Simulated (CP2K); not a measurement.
Two runs for the Cl L₂,₃ edge of chlorine. Run A: CP2K XAS_TDP, all-electron GAPW, PBEh(45%), aug-pc-2, TDA, ZORA, spin–orbit coupling. Run B differs in one setting.

First lines with a strength over 0.0003. A:

```tsv
atom	energy (eV)	states	strength, one atom
Cl1 (bonded to Cl), 2 alike	196.31	2	0.0055
	197.82	2	0.0041
	203.35	2	0.0008
	203.49	2	0.0009
	203.55	1	0.0058
```

B:

```tsv
atom	energy (eV)	states	strength, one atom
Cl1 (bonded to Cl), 2 alike	192.37	2	0.0048
	193.89	2	0.0033
	198.44	2	0.0008
	198.63	2	0.0006
	198.68	1	0.0042
```

**Question.** Which was it: the basis, the functional, GW2X switched on?

The functional (functional from PBEh(45%) to PBE0; the lines alone don't name the new value). A functional moves all lines by electronvolts and changes their spacings and strengths. The lowest line over the strength cut lies at 192.37 eV, against 196.31 eV (PBEh(45%), aug-pc-2).

[Banner, clock and machine lines of the logs are left out without a mark of their own.]

[Logs are printed without paths, hosts, clocks, repeated set-up lines and the standing remarks that a program may print on its own settings, such as how far it seeks lower states.]

[Hosts, paths, dates, database ids (printed as entryN), source tags and the programs' standing remarks are cut or masked in the printed files.]
